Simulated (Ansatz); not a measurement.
# Cs on Ag(111): change of the work function, part 2 of 2

How does Cs on the fcc site change the work function of Ag(111) as the layer fills?

Ansatz 0.2.0; plane-wave DFT, PBE, Ansatz PAW.

So far, work function, upper face (eV): step 2 (the clean slab) 4.47; step 3 (37 atoms, coverage 0.111 ML, cell 3x3) 1.57.

### 4. The covered slab, k-mesh 6×6×1, coverage 0.25 ML (continued)

The density of states has structure finer than the step of the table below, so its rows give means over 0.25 eV. Peaks (eV: height): -4.600: 118, -4.420: 73.7, -4.210: 73.0, -3.940: 77.0, -3.430: 74.2, -3.100: 92.2, -2.980: 91.7.

The density of states by energy, zero at the Fermi level; means over each step:

| energy (eV) | density of states (states/eV a cell) |
| --- | --- |
| -7.50 | 0 |
| -7.25 | 0.875 |
| -7.00 | 1.13 |
| -6.75 | 1.33 |
| -6.50 | 2.07 |
| -6.25 | 7.11 |
| -6.00 | 32.5 |
| -5.75 | 52.0 |
| -5.50 | 42.2 |
| -5.25 | 37.6 |
| -5.00 | 40.4 |
| -4.75 | 54.7 |
| -4.50 | 71.8 |
| -4.25 | 46.2 |
| -4.00 | 50.6 |
| -3.75 | 52.0 |
| -3.50 | 58.4 |
| -3.25 | 50.8 |
| -3.00 | 57.0 |
| -2.75 | 6.42 |
| -2.50 | 4.85 |
| -2.25 | 2.43 |
| -2.00 | 5.11 |
| -1.75 | 4.24 |
| -1.50 | 2.81 |
| -1.25 | 4.48 |
| -1.00 | 5.38 |
| -0.75 | 5.04 |
| -0.50 | 4.20 |
| -0.25 | 3.48 |
| 0.00 | 6.79 |
| 0.25 | 7.40 |
| 0.50 | 7.72 |
| 0.75 | 6.39 |
| 1.00 | 5.40 |
| 1.25 | 5.64 |
| 1.50 | 10.2 |
| 1.75 | 7.68 |

Projected DOS per atom over height of the atomic layer and energy from the Fermi level. Layers: Ag4 Ag4 Ag4 Ag4 Cs from below.

Ten even steps from '0' (0.00 states/eV) to '9' (4.09 states/eV), each cell a mean:
```
00000
00000
00001
00001
00001
00000
00000
00000
00000
00000
23310
88870
96790
95690
99890
55550
67770
38730
00000
00000
00000
00000
```
Columns: height of the atomic layer (Å) from 9 to 19.3 (not evenly spaced); rows upwards: energy from the Fermi level (eV) from -7.96 to 1.95.

Valence density in the ca plane at fractional y = 0.167, with atoms of Ag and Cs within 0.2 Å of it. It is the smooth field of the valence electrons, not physical close to the nuclei.

Ten steps, logarithmic in the rise over the least value, from '0' (0 e/Å³) to '9' (18 e/Å³), each cell a mean:
```
21112111124432113443100011221000000000000000
21112111124432113443100000000000000000000000
11234431122321112332100000000000000000000000
11478852111111111111100000000000000000000000
12589973111111001111000000000000000000000000
12489963111111011111000000000000000000000000
11356642112221111221100000000000000000000000
11123321123432112342100000000000000000000000
21111111124432113443100001111000000000000000
11123321123432112332100012332100000000000000
11356642112221111221100133443210000000000000
12489963111111011111000234334310000000000000
12589973111111001111001233124320000000000000
11478852111111111111100134334310000000000000
11234421112321112332100123333210000000000000
```
Columns run along c (16.0 Å, from fractional 0.34 to 0.90 of the cell), rows up along a (5.8 Å). Atoms in or near the plane, at fractional coordinates: Ag at (0.39, 0.17), Ag at (0.39, 0.67), Cs at (0.67, 0.17).

Electrostatic potential energy in the ca plane at fractional y = 0.167, with atoms of Ag and Cs within 0.2 Å of it. With pseudopotentials it is smooth inside the atoms' cores, unlike the true potential.

Ten even steps from '0' (-25 eV) to '9' (7 eV), each cell a mean:
```
89988899974357986446899987667889999999999999
89988899974357986446899999888999999999999999
89853468987678998668999999999999999999999999
98510027998899999889999999999999999999999999
98300005999999999999999999999999999999999999
98300016999999999999999999999999999999999999
98631148998789998778999999999999999999999999
89876789985468987557899999999999999999999999
89998899974357986336899988888899999999999999
89876789985468997557899875446789999999999999
98631148998789998888999741001588999999999999
98300016999999999999998621110378999999999999
98300005999999999999998611210278999999999999
98510027999899999889999730110478999999999999
89853478987678998668999863113689999999999999
```
Columns run along c (16.0 Å, from fractional 0.34 to 0.90 of the cell; values clipped at the 3rd and 97th percentile), rows up along a (5.8 Å). Atoms in or near the plane, at fractional coordinates: Ag at (0.39, 0.17), Ag at (0.39, 0.67), Cs at (0.67, 0.17).

ELF in the ca plane at fractional y = 0.167, with atoms of Ag and Cs within 0.2 Å of it. It is the smooth field of the valence electrons, not physical close to the nuclei.

Ten even steps from '0' (0.01) to '9' (0.88), each cell a mean:
```
21111111123432112332210037888630000111100000
21111111123432112332221002343100000111100000
11233321112221112222221000000000001221100000
11356642111111111112222100000000112221100000
22469853122111111222222110000001222221100000
11368752122111111122222110000001122221100000
11245532112221111222221100000000011221100000
11122221123322112332221000111000001111100000
21111111123432112333221014665310000111100000
11122221123322112332210169999741000011100000
11245532112221111222210499889973000011100000
11368752121111111122211797228985100011100000
22479853122111111222211796007985100011100000
11356642111111111122211698569984100011100000
11233321112221112222210389999862000011100000
```
Columns run along c (16.0 Å, from fractional 0.34 to 0.90 of the cell), rows up along a (5.8 Å). Atoms in or near the plane, at fractional coordinates: Ag at (0.39, 0.17), Ag at (0.39, 0.67), Cs at (0.67, 0.17).

The relaxation took 5 steps and lowered the energy by 0.10 eV; the largest force on the free atoms ends at 0.0018 eV/Å.

By hand: a sheet of dipoles makes a step −p/(ε₀A) in the electron's potential. With e/ε₀ = 180.95 V·Å, p = 0.4100 e·Å and A = 28.97 Å², that is −180.95 × (0.4100) / 28.97 = -2.560 eV, and the two vacuum levels of the run differ by -2.560 eV.

The covered face has 1.86 eV, -2.61 eV against the clean one; the bare back face has moved by -0.03 eV, a measure of how thin the slab is.

### 5. Work function against coverage

This step: plane-wave DFT, PBE, Ansatz PAW; work function against coverage (Ansatz 0.2.0).

The runs are now put side by side.

Numbers from this step:

```yaml
work_function_of_the_clean_face: 4.469 eV
largest_change_of_the_work_function: -2.902 eV
```

Table of work function of the covered face by coverage:

| coverage (adsorbates/nm²) | work function of the covered face (eV) |
| --- | --- |
| 0.00 | 4.47 |
| 1.53 | 1.57 |
| 3.45 | 1.86 |

The dipole per adsorbate comes from the change of the cell's dipole. Coverage, by row:

| coverage (1/nm²) | coverage (ML) | work function (eV) | change (eV) | dipole per adsorbate, positive end outwards (debye) | mean height of the added atoms over the highest substrate atom (Å) |
| --- | --- | --- | --- | --- | --- |
| 1.534 | 0.1111 | 1.568 | -2.902 | 4.872 | 3.062 |
| 3.451 | 0.25 | 1.856 | -2.613 | 1.984 | 3.081 |

### 6. Outcome

| Item | Value |
| --- | --- |
| work function of the clean face | 4.47 eV |
| work function at 0.11 ML | 1.57 eV |
| work function at 0.25 ML | 1.86 eV |
| dipole per adsorbate at 0.11 ML, positive end outwards | 4.87 D |

**Reading.** Cs lowers the work function of Ag(111) at the lowest coverage, by 2.90 eV: the adsorbate layer has its positive end outwards. The slab has 4 layers, at the tabulated experimental lattice constant, one starting site was run, and quantum-size effects of a slab this thin can reach one or two tenths of an eV.

[Long decimals in the printed logs are rounded to 6 places.]

[Logs are printed without paths, hosts, clocks, repeated set-up lines and the standing remarks that a program may print on its own settings, such as how far it seeks lower states.]

[Hosts, paths, dates, database ids (printed as entryN), source tags and the programs' standing remarks are cut or masked in the printed files.]

[Maps of the electrostatic potential energy from Ansatz leave out the sawtooth potential of an applied field or a dipole correction, so their vacuum need not be flat; planar profiles and work functions include it.]

[The density of states shown here was stored with 400 of the rows of the run's finer table, so its peaks can read low, often by over a quarter, or be missed, and its means over a window can be off by a tenth or more.]
